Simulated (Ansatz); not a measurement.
# Lattice dynamics of SrAlH3 (Pm-3m), part 2 of 2

The cell of SrAlH3 (Pm-3m) is at rest. What are its phonons? After the zone centre comes a 4×4×4 q mesh on a 8×8×8 k mesh.

Ansatz 0.2.0; DFT PBEsol, scalar-relativistic, plane waves, PAW; PAW set soft_1.

So far. Step 2 (Linear response at the zone centre): Before it was imposed, the acoustic sum rule was missed by 1.5e-4 eV/Å². Small misses are needed for a sound result but don't prove that mesh and cutoff are converged. The lowest optical mode is imaginary, 604.0i cm⁻¹, so the energy falls along it.

**3. Phonons on a q mesh**

Stability and thermal properties need the whole zone. Linear response on a 4×4×4 q mesh gives force constants as far as a supercell of that size would.

Input file input.yaml:

```yaml
crystal:
  lattice:
    - [4.4956135358, 0.0, 0.0]
    - [0.0, 4.4956135358, 0.0]
    - [0.0, 0.0, 4.4956135358]
  atoms:
    - { symbol: Sr, position: [0.5, 0.5, 0.5] }
    - { symbol: Al, position: [0.0, 0.0, 0.0] }
    - { symbol: H, position: [0.0, 0.5, 0.5] }
    - { symbol: H, position: [0.5, 0.5, 0.0] }
    - { symbol: H, position: [0.5, 0.0, 0.5] }
kpoints:
  mp_grid: { grid: [8, 8, 8] }
hamiltonian:
  xc: pbesol
  pseudopotentials: { kind: paw, azcp: { folder: soft_1 }, xc_functional: pbe }
scf:
  occupations: { method: methfessel_paxton, width: 0.2 }
output:
  eigenvalues: true
phonons:
  method: dfpt
  qmesh: [4, 4, 4]
  temperatures: { t_max: 1000, t_step: 50 }
  qpath:
    path:
      - [[0.0, 0.0, 0.0], [0.0, 0.5, 0.0], [0.5, 0.5, 0.0], [0.0, 0.0, 0.0], [0.5, 0.5, 0.5], [0.0, 0.5, 0.0]]
      - [[0.5, 0.5, 0.5], [0.5, 0.5, 0.0]]
    npoints: 10
```

Launch:

```sh
> ansatz run input.yaml --threads 4 --pin off --max-ram 10240MiB --backend cpu --events-out ev --progress --plain --runs-dir out
```

Numbers of over 12 decimals in the logs are rounded to 6 here.

The log of the run:

```text
[...]
Crystal: 5 atoms, lattice volume = 90.859 Å³
Basis set: ecut = 420 eV, 1791 PW (Γ), exchange–correlation on 64×64×64 points (8 copies of the dense FFT grid, shifted against one another)
Bands: 13, of which v1, the nominal top of the filled ones, is band 8 counted from 1 (7 counted from 0)
Symmetry: 48 space group operations
k-points: 35 of 512
[...]
SCF iter   1: F=—  HF=-4064.007231 eV  |F-HF|=—  |Δ(HF+E_count)|=         —  Δρ=5.72e-2  dr2=5.26e0  ethr=3.10e-3  ⟨swp⟩=7.8  Hψ=3656  notcnv=0
[...]
SCF iter  10: F=-4062.074346 eV  HF=-4062.074346 eV  |F-HF|=2.27e-12  |Δ(HF+E_count)|=  7.09e-11  S|Δr|=    0.00e0  Δρ=7.25e-8  dr2=5.72e-12  ethr=1.00e-12  ⟨swp⟩=14.0  Hψ=3519  notcnv=0
SCF 1 converged in 10 iterations: F = -4062.074346 eV  dr2 = 5.72e-12
[...]
iter 1 solved again at ethr=3.14e-7 eV; its pass at ethr=3.10e-3 eV (dr2=5.02e-5 eV) is discarded
SCF iter   1: F=—  HF=-4062.074344 eV  |F-HF|=—  |Δ(HF+E_count)|=         —  Δρ=5.08e-7  dr2=1.82e-10  ethr=3.14e-7  ⟨swp⟩=3.9  Hψ=5147  notcnv=0
eigensolver tolerance schedule: the retry pair's looser diagonalisation over-reported the residual by 276157.94 of it (diagonalisation noise at an unbounded share of the residual, at the tolerance the schedule requests for it); recorded, not acted on — ethr = c·dr2/N_el stays at c = 1.0e-1
[...]
SCF iter   2: F=—  HF=-4062.074346 eV  |F-HF|=—  |Δ(HF+E_count)|=   1.85e-6  S|Δr|=    0.00e0  Δρ=2.54e-7  dr2=3.78e-11  ethr=1.14e-12  ⟨swp⟩=4.7  Hψ=1331  notcnv=0
[...]
SCF iter   4: F=-4062.074346 eV  HF=-4062.074346 eV  |F-HF|=1.36e-12  |Δ(HF+E_count)|=  9.55e-12  S|Δr|=    0.00e0  Δρ=5.01e-8  dr2=1.70e-12  ethr=1.00e-12  ⟨swp⟩=2.5  Hψ=881  notcnv=0
SCF 2 converged in 4 iterations: F = -4062.074346 eV  dr2 = 1.70e-12
phonons: the bands overlap, so this run is a metal and interpolates without the dipole-dipole term. If the crystal is really an insulator or semiconductor, its LO-TO splitting is missing
NSCF: frozen V_eff on 35 k-points
[...]
DFPT response loops at q = (0, 0, 0) (fractional): preconditioner auto → Kerker (q_TF=auto, 2.043 Å⁻¹) (partly filled bands, converged f_vac=0.000); β = 1.00, the filter's whole step (`scf.mixing.beta` (0.50) is not read by the response loops under this deck's `scf.mixing.preconditioner`; to damp them name `kerker` or `kerker_dos`, under which they read `scf.mixing.beta`, and type it under 1.00, their step now; both keys bind the ground state too); Broyden in place of MSR1
[...]
SCF converged after 10 iterations
[...]
Free energy (F): -4062.074346 eV
[...]
Internal energy: -4062.075336 eV  (E = F + TS)
E sigma→0 (E₀):  -4062.074594 eV
Entropy (-TS):   0.000991 eV (0.198 meV/atom)
Fermi energy:    2.811716 eV
[...]
--- Band table (eV; the first three rows and the last of 35) ---
  k-point 0: bands = [... 4 lower, -3.0198, 0.7202, 0.7202, 2.7485, 5.0527, 5.0527, 5.0527, 8.7194, ... 1 higher]
  k-point 1: bands = [... 4 lower, -2.8945, 0.7115, 0.7486, 2.4747, 5.0367, 5.0367, 5.3855, 8.6971, ... 1 higher]
  k-point 2: bands = [... 4 lower, -2.5352, 0.3797, 0.8199, 2.3683, 4.9926, 4.9926, 5.9379, 8.7326, ... 1 higher]
  k-point 34: bands = [... 4 lower, 0.0213, 1.8419, 1.8419, 1.8419, 2.6901, 2.6901, 2.6901, 8.6194, ... 1 higher]
--- Phonons (Γ-DFPT): 4 representative perturbations + reference (Σ response iterations 12) ---
  ASR residual: 1.639e-4 → 0.000e0 eV/Å²; symmetrization residual: 7.215e-8 eV/Å²
  ASR residual per site (eV/Å²): 1.64e-4 1.82e-5 2.68e-5 2.68e-5 2.68e-5
[...]
--- Phonons (arbitrary-q DFPT): 10 irreducible q on the 4×4×4 mesh ---
  q = [0.0000, 0.0000, 0.0000] (star 1, of the zone-centre solve; hermiticity 2.06e-8, symmetrization 1.46e-14): -603.98 -603.98 -603.98 -505.00 -505.00 -505.00 -0.00 0.00 0.00 101.58 101.58 101.58 1383.05 1383.05 1383.05
  q = [0.0000, 0.0000, 0.2500] (star 6, 9 solved perturbations in 1560 linear systems a pass and spin channel, the states on 200 of 512 k-point pairs; hermiticity 4.32e-8, symmetrization 4.41e-13): -533.24 -533.24 -487.58 -470.62 -470.62 -126.85 25.44 25.44 76.13 92.46 92.46 182.76 1383.12 1383.12 1402.50
[...]
q = [0.0000, 0.2500, -0.5000] (star 12, 15 solved perturbations on 200 of 512 k-point pairs; hermiticity 1.03e-7, symmetrization 7.09e-9): -562.64 -548.85 -533.38 -435.25 -409.87 -45.86 50.63 68.50 80.75 123.22 146.17 283.37 1383.16 1389.71 1429.43
[...]
sum rule: each row above includes the acoustic sum rule's correction from the zone centre's row sums; it moved no ω² by more than (2.69 cm⁻¹)²
  mesh force constants: q→R imaginary residual 9.13e-19; ASR residual 1.639e-4 → 0.000e0 eV/Å²; symmetrization residual 4.441e-15 eV/Å²
  interpolated dispersion: 62 rows × 15 modes
  density of states and harmonic sums: on the 16×16×16 q-mesh, interpolated from the force constants of a 4×4×4 supercell (no non-analytic term)
  largest difference from the sums on the solved wave vectors: F 2.38e-2 eV, S 2.61e-5 and C_V 3.07e-6 eV/K
  zero-point energy: 0.306883 eV/cell   skipped modes (ω ≤ 0): 965, of them read as no rigid motion or as one in doubt: 962 (5.840e0 modes/cell left out, lowest -742.35 cm⁻¹)   left out of the sums: 3.89e-1 of the cell's modes: C_V's classical limit lies that fraction below 3 k_B per atom; for a crystal, a wire or a layer, F and S can be off by more, and a phonons.interpolated_qmesh denser along its periods is the remedy for the sampling
```

Wall time 5.7 min (4 threads of Arm Neoverse V1, shared host); peak memory 1.4 GiB; 22 min of CPU time.

This step gave:

* sum-rule residual before enforcement: 1.64e-4 eV/Å²
* lowest frequency on the path: -742.3 cm⁻¹
* highest frequency on the path or at a solved wavevector: 1451 cm⁻¹
* lowest mode on the q mesh (acoustic modes at Γ apart): -742.4 cm⁻¹

Frequencies (cm⁻¹) solved at each irreducible wavevector; negative means imaginary. Frequencies by wavevector, by row:

| q in reciprocal lattice units | star | mode 1 | mode 2 | mode 3 | mode 4 | mode 13 | mode 14 | mode 15 |
| --- | --- | --- | --- | --- | --- | --- | --- | --- |
| 0 0 0 | 1 | -604 | -604 | -604 | -505 | 1383 | 1383 | 1383 |
| 0 0 0.25 | 6 | -533.2 | -533.2 | -487.6 | -470.6 | 1383 | 1383 | 1402 |
| 0 0 -0.5 | 3 | -469.5 | -469.5 | -461.5 | -428.7 | 1383 | 1383 | 1421 |
| 0 0.25 0.25 | 12 | -632.5 | -529.6 | -490.2 | -440 | 1383 | 1388 | 1416 |
| 0 0.25 -0.5 | 12 | -562.6 | -548.9 | -533.4 | -435.2 | 1383 | 1390 | 1429 |
| 0 -0.5 -0.5 | 3 | -742.4 | -742.4 | -565.4 | -392.4 | 1383 | 1395 | 1443 |
| 0.25 0.25 0.25 | 8 | -562.4 | -562.4 | -552 | -440.4 | 1388 | 1388 | 1424 |
| 0.25 0.25 -0.5 | 12 | -542.4 | -538.3 | -499.8 | -493.9 | 1388 | 1392 | 1436 |
| 0.25 -0.5 -0.5 | 6 | -602.4 | -602.4 | -550.3 | -453.7 | 1390 | 1397 | 1446 |
| -0.5 -0.5 -0.5 | 1 | -531.4 | -531.4 | -531.4 | -523.3 | 1400 | 1400 | 1451 |

Interpolated from a 4×4×4 q mesh. The phonon branches at the labelled points (cm⁻¹):

| point | branch 1 | branch 2 | branch 3 | branch 4 | branch 12 | branch 13 | branch 14 | branch 15 |
| --- | --- | --- | --- | --- | --- | --- | --- | --- |
| Γ | -604 | -604 | -604 | -505 | 102 | 1383 | 1383 | 1383 |
| halfway | -533 | -533 | -488 | -471 | 183 | 1383 | 1383 | 1402 |
| X | -470 | -470 | -462 | -429 | 299 | 1383 | 1383 | 1421 |
| halfway | -563 | -549 | -533 | -435 | 283 | 1383 | 1390 | 1429 |
| M | -742 | -742 | -565 | -392 | 300 | 1383 | 1395 | 1443 |
| halfway | -632 | -530 | -490 | -440 | 262 | 1383 | 1388 | 1416 |
| Γ | -604 | -604 | -604 | -505 | 102 | 1383 | 1383 | 1383 |
| halfway | -562 | -562 | -552 | -440 | 224 | 1388 | 1388 | 1424 |
| R | -531 | -531 | -531 | -523 | 158 | 1400 | 1400 | 1451 |
| halfway | -542 | -538 | -500 | -494 | 197 | 1388 | 1392 | 1436 |
| X | -470 | -470 | -462 | -429 | 299 | 1383 | 1383 | 1421 |
| jump to R | -531 | -531 | -531 | -523 | 158 | 1400 | 1400 | 1451 |
| halfway | -602 | -602 | -550 | -454 | 182 | 1390 | 1397 | 1446 |
| M | -742 | -742 | -565 | -392 | 300 | 1383 | 1395 | 1443 |

Tetrahedra on a 16×16×16 mesh, mean over bins of 20 cm-1. Interpolated from a 4×4×4 q mesh. Table of phonon density of states by wavenumber; read off at these points:

wavenumber (cm⁻¹), phonon density of states (1/cm⁻¹/cell) and a bar:
```
     -750      0.000 
     -690      0.002 #
     -630      0.005 ##
     -570      0.015 #####
     -550      0.033 ##########
     -510      0.021 ######
     -450      0.033 ##########
     -390      0.002 #
     -330      0.001 
     -270      0.001 
     -210      0.001 
     -150      0.002 #
      -90      0.005 #
      -30      0.003 #
       30      0.011 ###
       90      0.050 ###############
      150      0.043 #############
      210      0.005 #
      270      0.009 ###
      330      0.000 
      370      0.000 
      430      0.000 
      490      0.000 
      550      0.000 
      610      0.000 
      670      0.000 
      730      0.000 
      790      0.000 
      850      0.000 
      910      0.000 
      970      0.000 
     1030      0.000 
     1090      0.000 
     1150      0.000 
     1210      0.000 
     1270      0.000 
     1330      0.000 
     1390      0.101 ##############################
     1430      0.029 ########
     1450      0.007 ##
```

The partial phonon density of states has structure finer than the step of the table below, so its rows give means over 50 cm⁻¹, whole bins alone (the curve runs from -745 to 1504 cm⁻¹). Peaks (cm⁻¹: height): Al 89.5: 0.0227; H -532.9: 0.0289, -448.0: 0.0290, 273.4: 0.00838, 1390.9: 0.0512; Sr 131.9: 0.0282.

Phonopy on the run's constants, 13x13x13 mesh, Gaussian sigma 16.1 cm-1. Interpolated from a 4×4×4 q mesh. Partial phonon density of states against wavenumber; means over each step; values in 1/cm⁻¹/cell:

| wavenumber (cm⁻¹) | Al | H | Sr |
| --- | --- | --- | --- |
| -700 | 3.3e-5 | 0.00154 | 0 |
| -650 | 1.2e-4 | 0.00388 | 8.5e-6 |
| -600 | 3.3e-4 | 0.00938 | 1.0e-5 |
| -550 | 5.2e-4 | 0.0247 | 1.0e-5 |
| -500 | 7.9e-4 | 0.0226 | 1.0e-5 |
| -450 | 7.7e-4 | 0.0261 | 1.0e-5 |
| -400 | 2.2e-4 | 0.00977 | 2.5e-6 |
| -350 | 1.6e-4 | 9.0e-4 | 0 |
| -300 | 2.2e-4 | 5.1e-4 | 0 |
| -250 | 4.4e-4 | 7.8e-4 | 6.4e-6 |
| -200 | 6.8e-4 | 6.1e-4 | 1.3e-5 |
| -150 | 0.00166 | 7.3e-4 | 3.8e-5 |
| -100 | 0.00341 | 4.8e-4 | 7.3e-5 |
| -50 | 0.00352 | 2.6e-4 | 1.9e-4 |
| 0 | 0.00249 | 1.5e-4 | 0.00216 |
| 50 | 0.0105 | 7.0e-4 | 0.0139 |
| 100 | 0.0203 | 0.00184 | 0.0222 |
| 150 | 0.0108 | 0.00186 | 0.0192 |
| 200 | 0.00227 | 0.00253 | 0.00112 |
| 250 | 6.4e-4 | 0.00566 | 3.8e-4 |
| 300 | 1.0e-4 | 0.00483 | 3.6e-4 |
| 350 | 1.0e-6 | 2.0e-4 | 2.1e-5 |
| 400 | 0 | 0 | 0 |
| 450 | 0 | 0 | 0 |
| 500 | 0 | 0 | 0 |
| 550 | 0 | 0 | 0 |
| 600 | 0 | 0 | 0 |
| 650 | 0 | 0 | 0 |
| 700 | 0 | 0 | 0 |
| 750 | 0 | 0 | 0 |
| 800 | 0 | 0 | 0 |
| 850 | 0 | 0 | 0 |
| 900 | 0 | 0 | 0 |
| 950 | 0 | 0 | 0 |
| 1000 | 0 | 0 | 0 |
| 1050 | 0 | 0 | 0 |
| 1100 | 0 | 0 | 0 |
| 1150 | 0 | 0 | 0 |
| 1200 | 0 | 0 | 0 |
| 1250 | 0 | 0 | 0 |
| 1300 | 0 | 1.5e-5 | 0 |
| 1350 | 0 | 0.0100 | 6.8e-5 |
| 1400 | 0 | 0.0381 | 2.0e-4 |
| 1450 | 0 | 0.0113 | 2.4e-5 |

Symmetry leaves 10 wavevectors to solve. The lowest mode among them, the acoustic zeros apart, lies at q = (0, -0.5, -0.5) and is imaginary, 742.4i cm⁻¹, so the energy falls along it.

**4. Isotope substitution, element H, natural mass 1.008 amu**

An isotope changes the mass and not the force constants, so no new electronic calculation is needed; the shifts show which modes move this element.

The same force constants with the mass of H changed from 1.008 to 2.014 u (phonopy, no LO-TO term). Both lists are sorted by frequency; levels can cross, so a row need not hold one and the same mode. Modes under 3 cm⁻¹ are left out. Isotope shifts, by row, the first 40 of 57 rows:

| q | rank | natural mass (cm⁻¹) | changed mass (cm⁻¹) |
| --- | --- | --- | --- |
| 0 0 0 | 1 | -604 | -436.9 |
| 0 0 0 | 2 | -604 | -436.9 |
| 0 0 0 | 3 | -604 | -436.9 |
| 0 0 0 | 4 | -505 | -357.3 |
| 0 0 0 | 5 | -505 | -357.3 |
| 0 0 0 | 6 | -505 | -357.3 |
| 0 0 0 | 10 | 101.6 | 100.1 |
| 0 0 0 | 11 | 101.6 | 100.1 |
| 0 0 0 | 12 | 101.6 | 100.1 |
| 0 0 0 | 13 | 1383 | 983.4 |
| 0 0 0 | 14 | 1383 | 983.4 |
| 0 0 0 | 15 | 1383 | 983.4 |
| 0 0 0.25 | 1 | -533.2 | -387.2 |
| 0 0 0.25 | 2 | -533.2 | -387.2 |
| 0 0 0.25 | 3 | -487.6 | -344.9 |
| 0 0 0.25 | 4 | -470.6 | -333 |
| 0 0 0.25 | 5 | -470.6 | -333 |
| 0 0 0.25 | 6 | -126.8 | -106.9 |
| 0 0 0.25 | 7 | 25.44 | 25.12 |
| 0 0 0.25 | 8 | 25.44 | 25.12 |
| 0 0 0.25 | 9 | 76.13 | 73.43 |
| 0 0 0.25 | 10 | 92.46 | 90.75 |
| 0 0 0.25 | 11 | 92.46 | 90.75 |
| 0 0 0.25 | 12 | 182.8 | 158.6 |
| 0 0 0.25 | 13 | 1383 | 983.4 |
| 0 0 0.25 | 14 | 1383 | 983.4 |
| 0 0 0.25 | 15 | 1402 | 994.8 |
| 0 0 -0.5 | 1 | -469.5 | -341.8 |
| 0 0 -0.5 | 2 | -469.5 | -341.8 |
| 0 0 -0.5 | 3 | -461.5 | -326.5 |
| 0 0 -0.5 | 4 | -428.7 | -303.3 |
| 0 0 -0.5 | 5 | -428.7 | -303.3 |
| 0 0 -0.5 | 6 | 50.3 | 50.05 |
| 0 0 -0.5 | 7 | 50.3 | 50.05 |
| 0 0 -0.5 | 8 | 55.23 | 55.23 |
| 0 0 -0.5 | 9 | 65.92 | 64.07 |
| 0 0 -0.5 | 10 | 65.92 | 64.07 |
| 0 0 -0.5 | 11 | 115.2 | 106.4 |
| 0 0 -0.5 | 12 | 299.4 | 229.3 |
| 0 0 -0.5 | 13 | 1383 | 983.4 |

A mode of this element alone would shift by -29.26 %. The highest zone-centre frequency without the field goes from 1383.0 to 983.4 cm⁻¹ (-28.9 %).

**5. Another isotope, element Sr, natural mass 87.62 amu**

The same for Sr, from 87.62 to 85.91 u.

The same force constants with the mass of Sr changed from 87.620 to 85.909 u (phonopy, no LO-TO term). Both lists are sorted by frequency; levels can cross, so a row need not hold one and the same mode. Modes under 3 cm⁻¹ are left out. Isotope shifts, by row, the first 40 of 57 rows:

| q | rank | natural mass (cm⁻¹) | changed mass (cm⁻¹) |
| --- | --- | --- | --- |
| 0 0 0 | 1 | -604 | -604 |
| 0 0 0 | 2 | -604 | -604 |
| 0 0 0 | 3 | -604 | -604 |
| 0 0 0 | 4 | -505 | -505 |
| 0 0 0 | 5 | -505 | -505 |
| 0 0 0 | 6 | -505 | -505 |
| 0 0 0 | 10 | 101.6 | 101.8 |
| 0 0 0 | 11 | 101.6 | 101.8 |
| 0 0 0 | 12 | 101.6 | 101.8 |
| 0 0 0 | 13 | 1383 | 1383 |
| 0 0 0 | 14 | 1383 | 1383 |
| 0 0 0 | 15 | 1383 | 1383 |
| 0 0 0.25 | 1 | -533.2 | -533.2 |
| 0 0 0.25 | 2 | -533.2 | -533.2 |
| 0 0 0.25 | 3 | -487.6 | -487.6 |
| 0 0 0.25 | 4 | -470.6 | -470.6 |
| 0 0 0.25 | 5 | -470.6 | -470.6 |
| 0 0 0.25 | 6 | -126.8 | -127 |
| 0 0 0.25 | 7 | 25.44 | 25.63 |
| 0 0 0.25 | 8 | 25.44 | 25.63 |
| 0 0 0.25 | 9 | 76.13 | 76.49 |
| 0 0 0.25 | 10 | 92.46 | 92.67 |
| 0 0 0.25 | 11 | 92.46 | 92.67 |
| 0 0 0.25 | 12 | 182.8 | 183.5 |
| 0 0 0.25 | 13 | 1383 | 1383 |
| 0 0 0.25 | 14 | 1383 | 1383 |
| 0 0 0.25 | 15 | 1402 | 1403 |
| 0 0 -0.5 | 1 | -469.5 | -469.5 |
| 0 0 -0.5 | 2 | -469.5 | -469.5 |
| 0 0 -0.5 | 3 | -461.5 | -461.5 |
| 0 0 -0.5 | 4 | -428.7 | -428.7 |
| 0 0 -0.5 | 5 | -428.7 | -428.7 |
| 0 0 -0.5 | 6 | 50.3 | 50.8 |
| 0 0 -0.5 | 7 | 50.3 | 50.8 |
| 0 0 -0.5 | 8 | 55.23 | 55.23 |
| 0 0 -0.5 | 9 | 65.92 | 65.92 |
| 0 0 -0.5 | 10 | 65.92 | 65.92 |
| 0 0 -0.5 | 11 | 115.2 | 116.1 |
| 0 0 -0.5 | 12 | 299.4 | 299.9 |
| 0 0 -0.5 | 13 | 1383 | 1383 |

A mode of this element alone would shift by +0.99 %. The highest zone-centre frequency without the field goes from 1383.0 to 1383.2 cm⁻¹ (+0.0 %).

**6. Summary of results**

| Quantity | Value |
| --- | --- |
| space group (within 0.01 Å) | Pm-3m |
| volume per atom | 18.2 Å³ |
| electronic character | no gap on this mesh |
| highest optical mode at the zone centre (no LO-TO term) | 1383 cm⁻¹ |
| lowest optical zone-centre mode | -604 cm⁻¹ |
| lowest mode on the q mesh (acoustic modes at Γ apart) | -742 cm⁻¹ |
| highest frequency on the path or at a solved wavevector | 1451 cm⁻¹ |
| imaginary modes on the 4×4×4 q mesh | yes |

**Reading.** Modes are clearly imaginary (beyond 10i cm⁻¹) at 10 of the 10 irreducible wavevectors, most at q = (0, -0.5, -0.5) (742.4i cm⁻¹), so this structure is not a minimum of the energy. The optical modes at Γ span -604 to 1383 cm⁻¹ (negative means imaginary). The highest mode in this list at Γ, 1383.0 cm⁻¹, is mostly motion of H (99 % of the kinetic energy). With no gap, or one that is small against the smearing, the frequencies hang on the k mesh and the smearing, most of all near Kohn anomalies. The PAW files were made for PBE and serve the other functionals too. A phonon run warned that its eigensolver left some bands unconverged in a pass. These are harmonic frequencies at zero temperature: anharmonic shifts, linewidths and thermal expansion are left out.

[Logs are printed without paths, hosts, clocks, repeated set-up lines and the standing remarks that a program may print on its own settings, such as how far it seeks lower states.]

[Hosts, paths, dates, database ids (printed as entryN), source tags and the programs' standing remarks are cut or masked in the printed files.]
